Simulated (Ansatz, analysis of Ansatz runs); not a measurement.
# Migration in Be3N2 (P6_3/mmc): H transfer from N to N, charge 0

Wanted: path and barrier of a jump of H in Be3N2 (P6_3/mmc) at charge 0. The case: H transfer from N to N, in a cell of 120 host atoms with 1 H put in.

Calculated with Ansatz 0.2.0; plane-wave PAW DFT, PBEsol; relaxation of all atoms of a defect supercell.

### Step 1. Set-up

The cell holds 121 atoms: 72 Be, 48 N and 1 H. Its edges and angles: a = 9.829 Å, b = 9.829 Å, c = 9.710 Å, α = 90.0°, β = 90.0°, γ = 120.0°. It derives from Be3N2 (space group P6_3/mmc). Nearest the centre at fractional (0.583, 0.583, 0.750): H121 at 0.39 Å, Be106 at 0.82 Å, N118 at 1.42 Å, N119 at 1.42 Å, Be107 at 2.17 Å, Be108 at 2.17 Å, Be97 at 2.19 Å, Be94 at 2.19 Å.

The cell's shortest repeat is 9.7 Å.

### Step 2. Relaxation of the start point, charge 0

The ends come first: from an unrelaxed start the top is counted from too high an energy, and the barrier comes out too low. Small random displacements break the symmetry of the ideal sites, so that the defect can distort if it gains by it. The cell holds an odd number of electrons, so the run is spin-polarised with the moment held at 1 μB.

File q0_M1.start/input.yaml:

```yaml
crystal:
  lattice:
    - [8.51188336, 4.91433815, 0.0]
    - [-8.51188336, 4.91433815, 0.0]
    - [0.0, 0.0, 9.71005664]
  atoms:
    - { symbol: Be, position: [0.0, 0.33333333, 0.07824696] }
    - { symbol: Be, position: [0.16666667, 0.16666667, 0.07824696] }
    - { symbol: Be, position: [0.33333333, 0.0, 0.07824696] }
    - { symbol: Be, position: [0.0, 0.16666667, 0.57824696] }
    - { symbol: Be, position: [0.16666667, 0.0, 0.57824696] }
    - { symbol: Be, position: [0.33333333, 0.33333333, 0.57824696] }
    - { symbol: Be, position: [0.0, 0.16666667, 0.92175304] }
    - { symbol: Be, position: [0.16666667, 0.0, 0.92175304] }
    - { symbol: Be, position: [0.33333333, 0.33333333, 0.92175304] }
    - { symbol: Be, position: [0.0, 0.33333333, 0.42175304] }
    - { symbol: Be, position: [0.16666667, 0.16666667, 0.42175304] }
    - { symbol: Be, position: [0.33333333, 0.0, 0.42175304] }
    - { symbol: Be, position: [0.0, 0.0, 0.25] }
    - { symbol: Be, position: [0.16666667, 0.33333333, 0.25] }
    - { symbol: Be, position: [0.33333333, 0.16666667, 0.25] }
    - { symbol: Be, position: [0.0, 0.0, 0.75] }
    - { symbol: Be, position: [0.16666667, 0.33333333, 0.75] }
    - { symbol: Be, position: [0.33333333, 0.16666667, 0.75] }
    - { symbol: "N", position: [0.0, 0.0, 0.0] }
    - { symbol: "N", position: [0.16666667, 0.33333333, 0.0] }
    - { symbol: "N", position: [0.33333333, 0.16666667, 0.0] }
    - { symbol: "N", position: [0.0, 0.0, 0.5] }
    - { symbol: "N", position: [0.16666667, 0.33333333, 0.5] }
    - { symbol: "N", position: [0.33333333, 0.16666667, 0.5] }
    - { symbol: "N", position: [0.0, 0.33333333, 0.25] }
    - { symbol: "N", position: [0.16666667, 0.16666667, 0.25] }
    - { symbol: "N", position: [0.33333333, 0.0, 0.25] }
    - { symbol: "N", position: [0.0, 0.16666667, 0.75] }
    - { symbol: "N", position: [0.16666667, 0.0, 0.75] }
    - { symbol: "N", position: [0.33333333, 0.33333333, 0.75] }
    - { symbol: Be, position: [0.0, 0.83333333, 0.07824696] }
    - { symbol: Be, position: [0.16666667, 0.66666667, 0.07824696] }
    - { symbol: Be, position: [0.33333333, 0.5, 0.07824696] }
    - { symbol: Be, position: [0.0, 0.66666667, 0.57824696] }
    - { symbol: Be, position: [0.16666667, 0.5, 0.57824696] }
    - { symbol: Be, position: [0.33333333, 0.83333333, 0.57824696] }
    - { symbol: Be, position: [0.0, 0.66666667, 0.92175304] }
    - { symbol: Be, position: [0.16666667, 0.5, 0.92175304] }
    - { symbol: Be, position: [0.33333333, 0.83333333, 0.92175304] }
    - { symbol: Be, position: [0.0, 0.83333333, 0.42175304] }
    - { symbol: Be, position: [0.16666667, 0.66666667, 0.42175304] }
    - { symbol: Be, position: [0.33333333, 0.5, 0.42175304] }
    - { symbol: Be, position: [0.0, 0.5, 0.25] }
    - { symbol: Be, position: [0.16666667, 0.83333333, 0.25] }
    - { symbol: Be, position: [0.33333333, 0.66666667, 0.25] }
    - { symbol: Be, position: [0.0, 0.5, 0.75] }
    - { symbol: Be, position: [0.16666667, 0.83333333, 0.75] }
    - { symbol: Be, position: [0.33333333, 0.66666667, 0.75] }
    - { symbol: "N", position: [0.0, 0.5, 0.0] }
    - { symbol: "N", position: [0.16666667, 0.83333333, 0.0] }
    - { symbol: "N", position: [0.33333333, 0.66666667, 0.0] }
    - { symbol: "N", position: [0.0, 0.5, 0.5] }
    - { symbol: "N", position: [0.16666667, 0.83333333, 0.5] }
    - { symbol: "N", position: [0.33333333, 0.66666667, 0.5] }
    - { symbol: "N", position: [0.0, 0.83333333, 0.25] }
    - { symbol: "N", position: [0.16666667, 0.66666667, 0.25] }
    - { symbol: "N", position: [0.33333333, 0.5, 0.25] }
    - { symbol: "N", position: [0.0, 0.66666667, 0.75] }
    - { symbol: "N", position: [0.16666667, 0.5, 0.75] }
    - { symbol: "N", position: [0.33333333, 0.83333333, 0.75] }
    - { symbol: Be, position: [0.5, 0.33333333, 0.07824696] }
    - { symbol: Be, position: [0.66666667, 0.16666667, 0.07824696] }
    - { symbol: Be, position: [0.83333333, 0.0, 0.07824696] }
    - { symbol: Be, position: [0.5, 0.16666667, 0.57824696] }
    - { symbol: Be, position: [0.66666667, 0.0, 0.57824696] }
    - { symbol: Be, position: [0.83333333, 0.33333333, 0.57824696] }
    - { symbol: Be, position: [0.5, 0.16666667, 0.92175304] }
    - { symbol: Be, position: [0.66666667, 0.0, 0.92175304] }
    - { symbol: Be, position: [0.83333333, 0.33333333, 0.92175304] }
    - { symbol: Be, position: [0.5, 0.33333333, 0.42175304] }
    - { symbol: Be, position: [0.66666667, 0.16666667, 0.42175304] }
    - { symbol: Be, position: [0.83333333, 0.0, 0.42175304] }
    - { symbol: Be, position: [0.5, 0.0, 0.25] }
    - { symbol: Be, position: [0.66666667, 0.33333333, 0.25] }
    - { symbol: Be, position: [0.83333333, 0.16666667, 0.25] }
    - { symbol: Be, position: [0.5, 0.0, 0.75] }
    - { symbol: Be, position: [0.66666667, 0.33333333, 0.75] }
    - { symbol: Be, position: [0.83333333, 0.16666667, 0.75] }
    - { symbol: "N", position: [0.5, 0.0, 0.0] }
    - { symbol: "N", position: [0.66666667, 0.33333333, 0.0] }
    - { symbol: "N", position: [0.83333333, 0.16666667, 0.0] }
    - { symbol: "N", position: [0.5, 0.0, 0.5] }
    - { symbol: "N", position: [0.66666667, 0.33333333, 0.5] }
    - { symbol: "N", position: [0.83333333, 0.16666667, 0.5] }
    - { symbol: "N", position: [0.5, 0.33333333, 0.25] }
    - { symbol: "N", position: [0.66666667, 0.16666667, 0.25] }
    - { symbol: "N", position: [0.83333333, 0.0, 0.25] }
    - { symbol: "N", position: [0.5, 0.16666667, 0.75] }
    - { symbol: "N", position: [0.66666667, 0.0, 0.75] }
    - { symbol: "N", position: [0.83333333, 0.33333333, 0.75] }
    - { symbol: Be, position: [0.5, 0.83333333, 0.07824696] }
    - { symbol: Be, position: [0.66666667, 0.66666667, 0.07824696] }
    - { symbol: Be, position: [0.83333333, 0.5, 0.07824696] }
    - { symbol: Be, position: [0.5, 0.66666667, 0.57824696] }
    - { symbol: Be, position: [0.66666667, 0.5, 0.57824696] }
    - { symbol: Be, position: [0.83333333, 0.83333333, 0.57824696] }
    - { symbol: Be, position: [0.5, 0.66666667, 0.92175304] }
    - { symbol: Be, position: [0.66666667, 0.5, 0.92175304] }
    - { symbol: Be, position: [0.83333333, 0.83333333, 0.92175304] }
    - { symbol: Be, position: [0.5, 0.83333333, 0.42175304] }
    - { symbol: Be, position: [0.66666667, 0.66666667, 0.42175304] }
    - { symbol: Be, position: [0.83333333, 0.5, 0.42175304] }
    - { symbol: Be, position: [0.5, 0.5, 0.25] }
    - { symbol: Be, position: [0.66666667, 0.83333333, 0.25] }
    - { symbol: Be, position: [0.83333333, 0.66666667, 0.25] }
    - { symbol: Be, position: [0.5, 0.5, 0.75] }
    - { symbol: Be, position: [0.66666667, 0.83333333, 0.75] }
    - { symbol: Be, position: [0.83333333, 0.66666667, 0.75] }
    - { symbol: "N", position: [0.5, 0.5, 0.0] }
    - { symbol: "N", position: [0.66666667, 0.83333333, 0.0] }
    - { symbol: "N", position: [0.83333333, 0.66666667, 0.0] }
    - { symbol: "N", position: [0.5, 0.5, 0.5] }
    - { symbol: "N", position: [0.66666667, 0.83333333, 0.5] }
    - { symbol: "N", position: [0.83333333, 0.66666667, 0.5] }
    - { symbol: "N", position: [0.5, 0.83333333, 0.25] }
    - { symbol: "N", position: [0.66666667, 0.66666667, 0.25] }
    - { symbol: "N", position: [0.83333333, 0.5, 0.25] }
    - { symbol: "N", position: [0.5, 0.66666667, 0.75] }
    - { symbol: "N", position: [0.66666667, 0.5, 0.75] }
    - { symbol: "N", position: [0.83333333, 0.83333333, 0.75] }
    - { symbol: H, position: [0.56041, 0.606256, 0.75] }
basis:
  ecutwfc: 420
  xc_grid: 2
hamiltonian:
  xc: pbesol
kpoints:
  mp_grid: { grid: [1, 1, 1], shift: [0.25, 0.25, 0.25] }
magnetization:
  spin_polarized: true
  initial_magnetization: 1
  spin_locking: { lock_magnetization: hard }
scf:
  occupations: { method: fixed }
  max_iter: 150
output:
  forces: true
relax:
  f_tol: 0.02
  max_steps: 70
  random_displacement: { amplitude: 0.03, seed: 7957 }
```

Command:

```bash
> ansatz run input.yaml --threads 4 --pin off --max-ram 14131MiB --backend cpu --events-out ev --progress --plain --runs-dir out
```

Numbers of over 12 decimals in the logs are rounded to 6 here.

The program printed:

```text
[... repeated set-up lines and file paths are left out, and long positions are rounded to six places ...]
The last accepted step is kept in <dir> (removed where the run ends without a failure and the disk answers)
Engine: ansatz 0.2.0, x86_64-unknown-linux-gnu
Pseudopotentials: kind: paw
Pseudopotential: Be, paw, valence charge 2, recommended cutoff 420 eV (normal), Be.paw.azcp
Pseudopotential: N, paw, valence charge 5, recommended cutoff 420 eV (normal), N.paw.azcp
Pseudopotential: H, paw, valence charge 1, recommended cutoff 420 eV (normal), H.paw.azcp
Functional definition: PBEsol
  exchange = pbesol_x
  correlation = pbesol_c
Crystal: 121 atoms, lattice volume = 812.349 Å³
Basis set: ecut = 420 eV, 15933 PW (Γ), exchange–correlation on 144×144×144 points (8 copies of the dense FFT grid, shifted against one another)
Bands: 314, of which v1, the nominal top of the filled ones, is band 193 counted from 1 (192 counted from 0)
Symmetry: 1 space group operations
k-points: 1
Non-local potential: Be, projectors of the file, l = 0: 2, l = 1: 2, l = 2: 1
Non-local potential: N, projectors of the file, l = 0: 2, l = 1: 2, l = 2: 1
Non-local potential: H, projectors of the file, l = 0: 2, l = 1: 1
PAW form: soft (Blöchl's): semilocal exchange-correlation on the pseudo side does not see the compensation charge
PAW frozen core: Be, regenerated for the run's functional, and the local potential with it (the file was generated under x = pbe(κ = 0.804, μ = 0.219515), c = pbe(β = 0.066725))
PAW frozen core: N, regenerated for the run's functional, and the local potential with it (the file was generated under x = pbe(κ = 0.804, μ = 0.219515), c = pbe(β = 0.066725))
PAW one-centre angular grid: Be, 110 points (default); XC on 64 Gauss nodes
PAW one-centre angular grid: N, 110 points (default); XC on 64 Gauss nodes
PAW one-centre angular grid: H, 110 points (default); XC on 64 Gauss nodes
Initial density: superposition of atomic densities (chi_scale 0.1, normalization cell, long waves kept (reshape's long-wave potential 0.03 eV rms))
Starting moments: Σ|m| = 1 μB on 121 of 121 sites
Initial wavefunctions: pseudopotential atomic-orbital guess
Functional: x = pbesol(κ = 0.804, μ = 0.123457), c = pbesol(β = 0.046)
SCF iter   1: F=—  HF=-24853.695129 eV  |F-HF|=—  |Δ(HF+E_count)|=         —  Δρ=5.94e-2 (↑5.86e-2 ↓5.94e-2)  dr2=1.30e2  dr2_m=1.22e-2  M=1.000 μB ∫|m|=1.000 μB  β_m=0.30  ethr=3.10e-3  ⟨swp⟩=6.0  Hψ=2334  notcnv=0  defer=238
preconditioner: auto → Resta (q_TF=auto, 2.409 Å⁻¹)  ε∞=3.4  [insulator: Δε(μ)=0.085 eV  Ē_g=16.456 eV  n_scr=198 (ndim 8)  ℏωp=25.6 eV  f_vac=0.000  ε∞_Penn≈3.4]
spin=Collinear: Resta preconditioning applied to the charge; magnetization (m = ρ↑ − ρ↓) channel mixes plain (no charge-response kernel on spin).
SCF iter   2: F=—  HF=-24823.341585 eV  |F-HF|=—  |Δ(HF+E_count)|=    3.04e1  Δρ=3.11e-2 (↑3.05e-2 ↓3.11e-2)  dr2=3.55e1  dr2_m=7.56e-3  M=1.000 μB ∫|m|=1.007 μB  β_m=0.45  ethr=3.10e-3  ⟨swp⟩=2.0  Hψ=1037  notcnv=0  defer=232
SCF iter   3: F=—  HF=-24813.876078 eV  |F-HF|=—  |Δ(HF+E_count)|=    9.47e0  Δρ=1.22e-2 (↑1.22e-2 ↓1.22e-2)  dr2=3.01e0  dr2_m=1.64e-3  M=1.000 μB ∫|m|=1.058 μB  β_m=0.71  ethr=3.10e-3  ⟨swp⟩=2.0  Hψ=920  notcnv=0  defer=232
SCF iter   4: F=—  HF=-24813.392604 eV  |F-HF|=—  |Δ(HF+E_count)|=   4.83e-1  Δρ=1.37e-3 (↑1.37e-3 ↓1.33e-3)  dr2=5.89e-2  dr2_m=8.83e-5  M=1.000 μB ∫|m|=1.112 μB  β_m=0.72  ethr=7.81e-4  ⟨swp⟩=2.0  Hψ=648  notcnv=0  defer=239
SCF iter   5: F=—  HF=-24813.395738 eV  |F-HF|=—  |Δ(HF+E_count)|=   3.13e-3  Δρ=6.03e-4 (↑5.65e-4 ↓6.03e-4)  dr2=9.28e-3  dr2_m=2.32e-5  M=1.000 μB ∫|m|=1.117 μB  β_m=0.73  ethr=1.53e-5  ⟨swp⟩=3.0  Hψ=797  notcnv=0  defer=239
SCF iter   6: F=—  HF=-24813.396148 eV  |F-HF|=—  |Δ(HF+E_count)|=   4.10e-4  Δρ=1.90e-4 (↑1.90e-4 ↓1.81e-4)  dr2=6.65e-4  dr2_m=3.50e-6  M=1.000 μB ∫|m|=1.120 μB  β_m=0.83  ethr=2.41e-6  ⟨swp⟩=2.0  Hψ=905  notcnv=0  defer=239
SCF iter   7: F=—  HF=-24813.396375 eV  |F-HF|=—  |Δ(HF+E_count)|=   2.27e-4  Δρ=4.59e-5 (↑4.59e-5 ↓4.09e-5)  dr2=6.46e-5  dr2_m=4.27e-7  M=1.000 μB ∫|m|=1.121 μB  β_m=0.78  ethr=1.73e-7  ⟨swp⟩=2.0  Hψ=740  notcnv=0  defer=239
SCF iter   8: F=—  HF=-24813.396369 eV  |F-HF|=—  |Δ(HF+E_count)|=   5.19e-6  Δρ=2.02e-5 (↑2.02e-5 ↓1.79e-5)  dr2=1.17e-5  dr2_m=8.47e-8  M=1.000 μB ∫|m|=1.121 μB  β_m=0.73  ethr=2.60e-9  ⟨swp⟩=4.5  Hψ=1678  notcnv=0
SCF iter   9: F=-24813.396368 eV  HF=-24813.396368 eV  |F-HF|=1.20e-7  |Δ(HF+E_count)|=   1.54e-6  Δρ=4.30e-6 (↑4.30e-6 ↓3.95e-6)  dr2=4.77e-7  dr2_m=4.85e-9  M=1.000 μB ∫|m|=1.121 μB  ethr=2.60e-9  ⟨swp⟩=3.5  Hψ=1297  notcnv=0
SCF 1 converged in 9 iterations: F = -24813.396368 eV  dr2 = 4.77e-7
  greatest PAW one-centre occupation: 0.802 electrons in one spin orbital (limit 2), on the N atom at site 117 (counted from 0), in its partial waves of l = 0
relax step   1: F+E_penalty+E_count = -24813.39636766 eV  Δ(F+E_penalty+E_count) = +0.000e0 eV  max|allowed force component| = 1.594e1 eV/Å  Δτ_max = 0.0000 Å  (9 SCF iters, dr2 threshold 1.00e-5 eV, accepted)
[... the SCF cycles and remarks between the steps are left out from here to the last step ...]
relax step   2: F+E_penalty+E_count = -24816.37412474 eV  Δ(F+E_penalty+E_count) = -2.978e0 eV  max|allowed force component| = 7.260e0 eV/Å  Δτ_max = 0.1215 Å  (5 SCF iters, dr2 threshold 1.00e-4 eV, accepted)
relax step   3: F+E_penalty+E_count = -24817.61012335 eV  Δ(F+E_penalty+E_count) = -1.236e0 eV  max|allowed force component| = 3.702e0 eV/Å  Δτ_max = 0.2000 Å  (6 SCF iters, dr2 threshold 1.00e-4 eV, accepted)
relax step   4: F+E_penalty+E_count = -24818.17914973 eV  Δ(F+E_penalty+E_count) = -5.690e-1 eV  max|allowed force component| = 3.730e-1 eV/Å  Δτ_max = 0.2000 Å  (5 SCF iters, dr2 threshold 1.00e-4 eV, accepted)
relax step   5: F+E_penalty+E_count = -24818.26325680 eV  Δ(F+E_penalty+E_count) = -8.411e-2 eV  max|allowed force component| = 3.995e-1 eV/Å  Δτ_max = 0.2000 Å  (7 SCF iters, dr2 threshold 8.70e-6 eV, accepted)
relax step   6: F+E_penalty+E_count = -24818.37736149 eV  Δ(F+E_penalty+E_count) = -1.141e-1 eV  max|allowed force component| = 2.187e-1 eV/Å  Δτ_max = 0.2000 Å  (6 SCF iters, dr2 threshold 9.98e-6 eV, accepted)
relax step   7: F+E_penalty+E_count = -24818.40972948 eV  Δ(F+E_penalty+E_count) = -3.237e-2 eV  max|allowed force component| = 1.331e-1 eV/Å  Δτ_max = 0.0759 Å  (5 SCF iters, dr2 threshold 1.43e-5 eV, accepted)
relax step   8: F+E_penalty+E_count = -24818.41077752 eV  Δ(F+E_penalty+E_count) = -1.048e-3 eV  max|allowed force component| = 2.525e-1 eV/Å  Δτ_max = 0.0324 Å  (5 SCF iters, dr2 threshold 5.31e-6 eV, accepted)
relax step   9: F+E_penalty+E_count = -24818.42391199 eV  Δ(F+E_penalty+E_count) = -1.313e-2 eV  max|allowed force component| = 1.100e-1 eV/Å  Δτ_max = 0.0426 Å  (5 SCF iters, dr2 threshold 2.36e-5 eV, accepted)
relax step  10: F+E_penalty+E_count = -24818.43903373 eV  Δ(F+E_penalty+E_count) = -1.512e-2 eV  max|allowed force component| = 2.654e-1 eV/Å  Δτ_max = 0.0622 Å  (7 SCF iters, dr2 threshold 2.29e-6 eV, accepted)
relax step  11: F+E_penalty+E_count = -24818.45235337 eV  Δ(F+E_penalty+E_count) = -1.332e-2 eV  max|allowed force component| = 1.049e0 eV/Å  Δτ_max = 0.1951 Å  (7 SCF iters, dr2 threshold 1.34e-5 eV, accepted)
relax step  12: F+E_penalty+E_count = -24818.53257135 eV  Δ(F+E_penalty+E_count) = -8.022e-2 eV  max|allowed force component| = 6.542e-1 eV/Å  Δτ_max = 0.1068 Å  (5 SCF iters, dr2 threshold 1.00e-4 eV, accepted)
relax step  13: F+E_penalty+E_count = -24818.76144395 eV  Δ(F+E_penalty+E_count) = -2.289e-1 eV  max|allowed force component| = 1.030e0 eV/Å  Δτ_max = 0.2000 Å  (6 SCF iters, dr2 threshold 1.00e-4 eV, accepted)
relax step  14: F+E_penalty+E_count = -24818.97397118 eV  Δ(F+E_penalty+E_count) = -2.125e-1 eV  max|allowed force component| = 6.857e-1 eV/Å  Δτ_max = 0.2000 Å  (6 SCF iters, dr2 threshold 1.00e-4 eV, accepted)
relax step  15: F+E_penalty+E_count = -24819.10712030 eV  Δ(F+E_penalty+E_count) = -1.331e-1 eV  max|allowed force component| = 1.891e-1 eV/Å  Δτ_max = 0.2000 Å  (6 SCF iters, dr2 threshold 1.00e-4 eV, accepted)
relax step  16: F+E_penalty+E_count = -24819.12338671 eV  Δ(F+E_penalty+E_count) = -1.627e-2 eV  max|allowed force component| = 1.583e-1 eV/Å  Δτ_max = 0.0937 Å  (6 SCF iters, dr2 threshold 2.72e-6 eV, accepted)
relax step  17: F+E_penalty+E_count = -24819.13190649 eV  Δ(F+E_penalty+E_count) = -8.520e-3 eV  max|allowed force component| = 1.299e-2 eV/Å  Δτ_max = 0.0252 Å  (6 SCF iters, dr2 threshold 1.90e-6 eV, accepted)
iter 1 solved again at ethr=1.38e-11 eV; its pass at ethr=3.10e-3 eV (dr2=5.32e-8 eV) is discarded
SCF iter   1: F=—  HF=-24819.131907 eV  |F-HF|=—  |Δ(HF+E_count)|=         —  Δρ=1.79e-6 (↑1.79e-6 ↓1.51e-6)  dr2=5.34e-8  dr2_m=2.97e-9  M=1.000 μB ∫|m|=1.054 μB  β_m=0.30  ethr=1.38e-11  ⟨swp⟩=1.0  Hψ=1304  notcnv=0  defer=230
iter 2 did not close the SCF: its close was put off for a magnetic moment that had not settled (scf_convergence_deferred on its scf_iter line)
SCF iter   2: F=-24819.131907 eV  HF=-24819.131907 eV  |F-HF|=1.13e-10  |Δ(HF+E_count)|=   3.48e-9  Δρ=1.16e-6 (↑1.16e-6 ↓9.70e-7)  dr2=1.76e-8  dr2_m=1.75e-9  M=1.000 μB ∫|m|=1.054 μB  β_m=0.49  ethr=1.38e-11  ⟨swp⟩=2.0  Hψ=1021  notcnv=0
SCF iter   3: F=-24819.131907 eV  HF=-24819.131907 eV  |F-HF|=6.51e-10  |Δ(HF+E_count)|=   3.06e-9  Δρ=4.27e-7 (↑4.27e-7 ↓3.73e-7)  dr2=2.32e-9  dr2_m=3.25e-10  M=1.000 μB ∫|m|=1.054 μB  ethr=4.57e-12  ⟨swp⟩=1.0  Hψ=1322  notcnv=0
SCF 18 converged in 3 iterations: F = -24819.131907 eV  dr2 = 2.32e-9
relax step  18: F+E_penalty+E_count = -24819.13190651 eV  Δ(F+E_penalty+E_count) = -2.078e-8 eV  max|allowed force component| = 1.298e-2 eV/Å  Δτ_max = 0.0000 Å  (3 SCF iters, accepted)
SCF converged after 3 iterations
Magnetization: 1.0000 μB (193.0000 up, 192.0000 down)
Absolute magnetization: 1.0563 μB (∫|ρ↑−ρ↓|, with the PAW one-centre terms)
Spin contamination: 0.0017 ħ² per cell (⟨S²⟩ above its minimum at these occupations)
Per-site moments (μB) at R_I (Å): [(1.9887520518871906e-5, 0.687886), (0.000224612, 0.686749), (1.9955155102994306e-5, 0.687887), [... 118 left out ...]
Free energy (F): -24819.131907 eV
Harris-Foulkes:  -24819.131907 eV  (|F-HF|=6.51e-10)
Internal energy: -24819.131907 eV  (E = F + TS)
E sigma→0 (E₀):  -24819.131907 eV
Fermi energy:    9.026657 (↑ 9.026657, ↓ 7.714071) eV
--- Per-component energies (eV) ---
  E_band       = 685.862540
  E_kinetic    = 7990.338484
  E_local      = -9699.468154  (includes V_loc(G=0)·N_el)
  E_nonlocal   = 2522.086448
  E_hartree    = 3082.305174
  E_xc         = -4347.558690
  E_vxc        = -5249.296153  (∫ρ·V_xc dr)
  E_paw        = -10021.538946  (= ΣΔE_a)
  E_vpaw       = -1042.411934  (= ΣTr[D̂ρ^β])
  E_aug_tail   = 0.003530  (compensation charges beyond the density's cutoff)
  E_ewald      = -14347.334751
  E_core_change = 2.034999  (= ΣΔE_core)
  E_smearing   = -0.000000  (= −TS)
  E_closure    = 0.000000  (closes the sum)
  Σ components = -24819.131907   (vs F -24819.131907, Δ=0.00e0)
--- Forces (eV/Å), atoms counted from 1 ---
  atom   1  Be    -0.00067548    -0.00178065    -0.00126311
  atom   2  Be     0.00166103     0.00035085    -0.00352667
  [... 91 atoms left out ...]
  atom  94  Be     0.00234624     0.00236957     0.00083341
  atom  95  Be    -0.00152209     0.00002365    -0.00243810
  [... 1 atom left out ...]
  atom  97  Be    -0.00612508    -0.00431511    -0.00531038
  atom  98  Be     0.00544989    -0.00440484    -0.00361576
  [... 7 atoms left out ...]
  atom 106  Be    -0.00005784    -0.00081834    -0.00195189
  atom 107  Be    -0.00203637    -0.00001294    -0.00147290
  atom 108  Be     0.00158639    -0.00063581    -0.00196475
  [... 9 atoms left out ...]
  atom 118  N     -0.00529094    -0.00209225     0.00629878
  atom 119  N      0.00883967    -0.00558861     0.00813547
  [... 1 atom left out ...]
  atom 121  H      0.00093803     0.00088482    -0.00894360
  max |Σ_I F_I| component: 7.96e-5 eV/Å
--- Relaxed structure (18 steps of the walk, 18 accepted, 0 SCFs on fresh bases) ---
  F+E_penalty+E_count = -24819.13190651 eV   max|allowed force component| = 1.298e-2 eV/Å
  atoms:
    - { symbol: Be, position: [-0.000435, 0.333274, 0.079011] }
    - { symbol: Be, position: [0.165892, 0.166467, 0.080042] }
    [... 91 atoms left out ...]
    - { symbol: Be, position: [0.504466, 0.666101, 0.580263] }
    - { symbol: Be, position: [0.665727, 0.504623, 0.580243] }
    [... 1 atom left out ...]
    - { symbol: Be, position: [0.495445, 0.666273, 0.925207] }
    - { symbol: Be, position: [0.666017, 0.496009, 0.925152] }
    [... 7 atoms left out ...]
    - { symbol: Be, position: [0.498041, 0.498407, 0.766782] }
    - { symbol: Be, position: [0.665825, 0.833929, 0.766177] }
    - { symbol: Be, position: [0.833611, 0.666193, 0.765749] }
    [... 9 atoms left out ...]
    - { symbol: N, position: [0.497434, 0.666140, 0.754082] }
    - { symbol: N, position: [0.665806, 0.497845, 0.754033] }
    [... 1 atom left out ...]
    - { symbol: H, position: [0.665631, 0.666108, 0.641476] }
```

The job ended after 3.7 min (4 threads of Intel Xeon Platinum 8488C (Sapphire Rapids), shared host; peak memory 2.6 GiB).

(Continued in part 2 of 2.)

[Logs are printed without paths, hosts, clocks, repeated set-up lines and the standing remarks that a program may print on its own settings, such as how far it seeks lower states.]

[Hosts, paths, dates, database ids (printed as entryN), source tags and the programs' standing remarks are cut or masked in the printed files.]
